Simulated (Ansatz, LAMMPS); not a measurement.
# Structural relaxation of amorphous HfO2 at 7.99 g/cm^3 (78 atoms), part 2 of 4

Wanted: the relaxed structure of amorphous HfO2 at 7.99 g/cm^3 (78 atoms) and its electronic structure.

Ansatz 0.2.0; Kohn-Sham DFT, PBE, PAW (set soft_2), plane waves.

The cell: 26 Hf and 52 O. The quench rate of 50 K/ps is many orders above laboratory rates. The network of bonds at the start is that of the classical potential that made the cell. Only the Γ point is sampled in the main run, in a cell whose shortest periodic width is 10 Å. No spin–orbit coupling is included.

So far. Step 3 (Single point at the start): Neighbours are counted within 2.82 Å (O-Hf).

## (4) Relaxation

The atoms are relaxed in the fixed cell, aiming at the force tolerance of the input.

input.yaml

```yaml
crystal:
  lattice:
    - [10.4384, 0.0, 0.0]
    - [0.0, 10.4384, 0.0]
    - [0.0, 0.0, 10.4384]
  atoms:
    [... the 78 atom lines of step 3 ...]
kpoints:
  mp_grid: { grid: [1, 1, 1] }
hamiltonian:
  xc: pbe
scf:
  occupations: { method: fermi_dirac, width: 0.025 }
output:
  forces: true
relax:
  f_tol: 0.04
  max_steps: 250
```

Run with:

```
> ansatz run input.yaml --threads 4 --pin off --max-ram 8192MiB --backend cpu --events-out ev --progress --plain --runs-dir out
```

Numbers of over 12 decimals in the logs are rounded to 6 here.

Output:

```text
[...]
Crystal: 78 atoms, lattice volume = 1137.370 Å³
Basis set: ecut = 420 eV, 22143 PW (Γ), exchange–correlation on 144×144×144 points (8 copies of the dense FFT grid, shifted against one another)
Bands: 593, of which v1, the nominal top of the filled ones, is band 494 counted from 1 (493 counted from 0)
Symmetry: 1 space group operations
[...]
k-points: 1
[...]
SCF iter   1: F=—  HF=-438384.266956 eV  |F-HF|=—  |Δ(HF+E_count)|=         —  Δρ=3.88e-3  dr2=2.10e-1  ethr=1.77e-3  ⟨swp⟩=4.0  Hψ=1826  notcnv=0  defer=64
[...]
SCF iter   7: F=-438384.248895 eV  HF=-438384.248907 eV  |F-HF|=1.15e-5  |Δ(HF+E_count)|=   6.23e-5  Δρ=4.95e-5  dr2=3.17e-5  ethr=4.05e-9  ⟨swp⟩=4.0  Hψ=1925  notcnv=0
SCF 1 converged in 7 iterations: F = -438384.248895 eV  dr2 = 3.17e-5
[...]
relax step   1: F+E_penalty+E_count = -438384.24889549 eV  Δ(F+E_penalty+E_count) = +0.000e0 eV  max|allowed force component| = 2.285e0 eV/Å  Δτ_max = 0.0000 Å  (7 SCF iters, dr2 threshold 4.00e-5 eV, accepted)
[...]
relax step   2: F+E_penalty+E_count = -438385.70465022 eV  Δ(F+E_penalty+E_count) = -1.456e0 eV  max|allowed force component| = 1.189e0 eV/Å  Δτ_max = 0.1975 Å  (7 SCF iters, dr2 threshold 1.00e-4 eV, accepted)
[...]
relax step   3: F+E_penalty+E_count = -438386.41516136 eV  Δ(F+E_penalty+E_count) = -7.105e-1 eV  max|allowed force component| = 6.797e-1 eV/Å  Δτ_max = 0.0969 Å  (6 SCF iters, dr2 threshold 8.84e-5 eV, accepted)
relax step   4: F+E_penalty+E_count = -438386.90147665 eV  Δ(F+E_penalty+E_count) = -4.863e-1 eV  max|allowed force component| = 2.585e-1 eV/Å  Δτ_max = 0.2000 Å  (7 SCF iters, dr2 threshold 1.00e-4 eV, accepted)
relax step   5: F+E_penalty+E_count = -438387.04673546 eV  Δ(F+E_penalty+E_count) = -1.453e-1 eV  max|allowed force component| = 1.618e-1 eV/Å  Δτ_max = 0.2000 Å  (8 SCF iters, dr2 threshold 9.67e-6 eV, accepted)
relax step   6: F+E_penalty+E_count = -438387.12306885 eV  Δ(F+E_penalty+E_count) = -7.633e-2 eV  max|allowed force component| = 1.360e-1 eV/Å  Δτ_max = 0.2000 Å  (9 SCF iters, dr2 threshold 3.79e-6 eV, accepted)
relax step   7: F+E_penalty+E_count = -438387.13148610 eV  Δ(F+E_penalty+E_count) = -8.417e-3 eV  max|allowed force component| = 2.869e-1 eV/Å  Δτ_max = 0.1232 Å  (8 SCF iters, dr2 threshold 7.25e-6 eV, accepted)
relax step   8: F+E_penalty+E_count = -438387.19020826 eV  Δ(F+E_penalty+E_count) = -5.872e-2 eV  max|allowed force component| = 1.393e-1 eV/Å  Δτ_max = 0.1274 Å  (7 SCF iters, dr2 threshold 5.82e-5 eV, accepted)
relax step   9: F+E_penalty+E_count = -438387.18856433 eV  Δ(F+E_penalty+E_count) = +1.644e-3 eV  max|allowed force component| = 1.179e-1 eV/Å  Δτ_max = 0.2000 Å  (8 SCF iters, dr2 threshold 4.58e-6 eV, rejected (line search))
[...]
relax step  10: F+E_penalty+E_count = -438387.20515251 eV  Δ(F+E_penalty+E_count) = -1.494e-2 eV  max|allowed force component| = 3.365e-2 eV/Å  Δτ_max = 0.0766 Å  (10 SCF iters, accepted)
SCF converged after 10 iterations
Free energy (F): -438387.205153 eV
[...]
Internal energy: -438387.205153 eV  (E = F + TS)
E sigma→0 (E₀):  -438387.205153 eV
Fermi energy:    11.839160 eV
[...]
--- Forces (eV/Å), atoms counted from 1 ---
  atom   1  Hf     0.00562777     0.00604755    -0.00629260
  atom   2  Hf     0.01066619     0.02332031    -0.01502203
  atom   3  Hf    -0.01514435     0.02532336    -0.01211309
  atom   4  Hf     0.00424437     0.00691655     0.01361654
  atom   5  Hf    -0.00711168     0.00494634     0.00651609
  atom   6  Hf     0.01716919     0.00358264    -0.01715310
  atom   7  Hf     0.00163166    -0.00288138     0.00732928
  atom   8  Hf     0.00121939     0.00717019     0.00331459
  atom   9  Hf     0.01060366    -0.00466706    -0.00614258
  atom  10  Hf    -0.00825528    -0.00600249     0.00765507
  atom  11  Hf     0.01753469    -0.02391332    -0.00155951
  atom  12  Hf    -0.00113303    -0.02630504     0.00639124
  atom  13  Hf    -0.00536731    -0.00687197    -0.00190634
  atom  14  Hf    -0.00687984    -0.01142837     0.01051291
[...]
atom  77  O     -0.01044315     0.00970057    -0.01743007
  atom  78  O     -0.00766113     0.00571194    -0.00788235
  max |Σ_I F_I| component: 9.21e-5 eV/Å
--- Relaxed structure (10 steps of the walk, 9 accepted, 0 SCFs on fresh bases) ---
  F+E_penalty+E_count = -438387.20515251 eV   max|allowed force component| = 3.365e-2 eV/Å
  atoms:
    - { symbol: Hf, position: [0.485216, 0.532601, 0.501707] }
    - { symbol: Hf, position: [0.602345, 0.300690, 0.697627] }
    - { symbol: Hf, position: [0.960957, 0.185248, 0.098969] }
    - { symbol: Hf, position: [0.499709, 0.570508, 0.829584] }
[...]
- { symbol: O, position: [0.919589, 0.050967, 0.508841] }
```

Run time: 2.2 min. Hardware: 4 threads of AMD EPYC 7B13 (Zen 3), shared host; peak memory 1.9 GiB; 8.3 min of CPU time.

Step by step:

| step | energy less that of the first step (eV) | largest force component (eV/Å) |
| --- | --- | --- |
| 1 | 0.0000 | 2.2855 |
| 2 | -1.4558 | 1.1894 |
| 3 | -2.1663 | 0.6797 |
| 4 | -2.6526 | 0.2585 |
| 5 | -2.7978 | 0.1618 |
| 6 | -2.8742 | 0.1360 |
| 7 | -2.8826 | 0.2869 |
| 8 | -2.9413 | 0.1393 |
| 9 | -2.9397 | 0.1179 |
| 10 | -2.9563 | 0.0336 |

Relaxation step 9 was tried and not accepted.

The atoms that moved most (Å):

| atom | dx | dy | dz | length |
| --- | --- | --- | --- | --- |
| O64 | -0.075 | -0.335 | 0.380 | 0.513 |
| O27 | 0.249 | 0.366 | -0.058 | 0.447 |
| O38 | 0.335 | -0.259 | -0.124 | 0.442 |
| Hf26 | 0.133 | 0.364 | 0.182 | 0.428 |
| O61 | 0.122 | -0.393 | 0.065 | 0.416 |
| Hf16 | -0.255 | 0.252 | 0.074 | 0.366 |
| O47 | -0.226 | -0.247 | -0.108 | 0.352 |
| O35 | 0.075 | 0.291 | 0.103 | 0.317 |

The relaxation changed the energy by -37.9 meV/atom, and atoms moved by 0.21 Å r.m.s., 0.51 Å at most.

## (5) Distances and neighbours after relaxation

Bonds before and after, by the cutoffs listed below:

| pair | bonds before | bonds after | mean before (Å) | mean after (Å) | spread before (Å) | spread after (Å) |
| --- | --- | --- | --- | --- | --- | --- |
| O-Hf | 156 | 154 | 2.172 | 2.158 | 0.124 | 0.147 |

Density 7.99 g/cm³, 14.58 Å³ an atom.

g(r), total and by pair (bins of 0.1 Å):

| r (Å) | total | O-O | O-Hf | Hf-Hf |
| --- | --- | --- | --- | --- |
| 1.75 | 0.00 | 0.00 | 0.00 | 0.00 |
| 1.85 | 0.17 | 0.00 | 0.38 | 0.00 |
| 1.95 | 0.93 | 0.00 | 2.09 | 0.00 |
| 2.05 | 2.83 | 0.00 | 6.37 | 0.00 |
| 2.15 | 3.35 | 0.00 | 7.55 | 0.00 |
| 2.25 | 1.83 | 0.00 | 4.12 | 0.00 |
| 2.35 | 0.54 | 0.00 | 1.22 | 0.00 |
| 2.45 | 0.10 | 0.11 | 0.11 | 0.00 |
| 2.55 | 0.64 | 1.34 | 0.10 | 0.00 |
| 2.65 | 0.72 | 1.33 | 0.29 | 0.00 |
| 2.75 | 1.06 | 2.30 | 0.09 | 0.00 |
| 2.85 | 1.14 | 2.47 | 0.08 | 0.00 |
| 2.95 | 1.37 | 2.85 | 0.23 | 0.00 |
| 3.05 | 1.25 | 2.44 | 0.36 | 0.00 |
| 3.15 | 1.17 | 2.50 | 0.07 | 0.27 |
| 3.25 | 0.93 | 1.40 | 0.32 | 1.51 |
| 3.35 | 0.90 | 1.02 | 0.36 | 2.61 |
| 3.45 | 0.88 | 0.56 | 0.51 | 3.63 |
| 3.55 | 0.68 | 0.59 | 0.64 | 1.27 |
| 3.65 | 0.74 | 0.76 | 0.45 | 1.80 |
| 3.75 | 1.03 | 0.62 | 1.04 | 2.67 |
| 3.85 | 1.11 | 0.68 | 0.86 | 3.80 |
| 3.95 | 0.95 | 0.51 | 1.07 | 2.23 |
| 4.05 | 1.14 | 1.18 | 1.11 | 1.14 |
| 4.15 | 1.25 | 1.09 | 1.44 | 1.09 |
| 4.25 | 1.05 | 0.78 | 1.26 | 1.34 |
| 4.35 | 0.83 | 0.78 | 0.99 | 0.43 |
| 4.45 | 0.98 | 0.57 | 1.49 | 0.54 |
| 4.55 | 0.85 | 0.32 | 1.42 | 0.65 |
| 4.65 | 0.93 | 0.53 | 1.54 | 0.12 |
| 4.75 | 1.21 | 0.98 | 1.63 | 0.47 |
| 4.85 | 1.10 | 0.85 | 1.54 | 0.34 |
| 4.95 | 1.06 | 0.82 | 1.39 | 0.66 |
| 5.05 | 0.93 | 0.97 | 0.97 | 0.63 |
| 5.15 | 1.02 | 1.26 | 0.93 | 0.40 |

Bonds by pair of elements; cutoffs follow the first minimum of g(r), held within bounds set by covalent radii, and pairs that aren't listed don't count as bonded:

| pair A-B | cutoff (Å) | bonds | mean length (Å) | spread (Å) | shortest (Å) | B about A | A about B |
| --- | --- | --- | --- | --- | --- | --- | --- |
| O-Hf | 2.82 | 154 | 2.16 | 0.147 | 1.89 | 2.96 | 5.92 |

How many atoms have how many bonded neighbours:

| element | mean | 2 | 3 | 4 | 5 | 6 | 7 |
| --- | --- | --- | --- | --- | --- | --- | --- |
| Hf | 5.92 | 0 | 0 | 0 | 7 | 14 | 5 |
| O | 2.96 | 9 | 36 | 7 | 0 | 0 | 0 |

Bond angles, per cent of each kind in bins of 5°:

| angle (°) | O-Hf-O | Hf-O-Hf |
| --- | --- | --- |
| 60–65 | 0.5 | 0.0 |
| 65–70 | 3.4 | 0.0 |
| 70–75 | 9.6 | 0.0 |
| 75–80 | 10.1 | 0.0 |
| 80–85 | 9.9 | 0.6 |
| 85–90 | 9.1 | 1.3 |
| 90–95 | 9.3 | 7.5 |
| 95–100 | 8.1 | 10.1 |
| 100–105 | 6.8 | 15.1 |
| 105–110 | 3.6 | 11.9 |
| 110–115 | 1.8 | 3.8 |
| 115–120 | 2.3 | 6.3 |
| 120–125 | 2.1 | 8.8 |
| 125–130 | 1.8 | 11.9 |
| 130–135 | 1.8 | 6.3 |
| 135–140 | 2.1 | 2.5 |
| 140–145 | 2.6 | 6.9 |
| 145–150 | 2.3 | 2.5 |
| 150–155 | 3.1 | 2.5 |
| 155–160 | 3.4 | 0.6 |
| 160–165 | 1.6 | 1.3 |
| 165–170 | 3.4 | 0.0 |
| 170–175 | 0.8 | 0.0 |
| 175–180 | 0.5 | 0.0 |

Bond angles (no mean is given where the spread exceeds 20°):

| angle | count | mean (°) | spread (°) |
| --- | --- | --- | --- |
| O-Hf-O | 385 | - | - |
| Hf-O-Hf | 159 | 117 | 18 |

Bond length by coordination (bonds to H left out):

| element | coordination | atoms | mean bond length (Å) |
| --- | --- | --- | --- |
| Hf | 5 | 7 | 2.09 |
| Hf | 6 | 14 | 2.16 |
| Hf | 7 | 5 | 2.23 |
| O | 2 | 9 | 1.99 |
| O | 3 | 36 | 2.15 |
| O | 4 | 7 | 2.28 |

For some of the pairs, g(r) has its first main peak near 2.1 Å (O-Hf). With the cutoffs above, 54 % of Hf atoms have 6 and 69 % of O atoms have 3 bonded neighbours. Bonds at O atoms with 2 neighbours average 1.99 Å, against 2.28 Å at those with 4.

[end of part 2 of 4]

[Logs are printed without paths, hosts, clocks, repeated set-up lines and the standing remarks that a program may print on its own settings, such as how far it seeks lower states.]

[Hosts, paths, dates, database ids (printed as entryN), source tags and the programs' standing remarks are cut or masked in the printed files.]
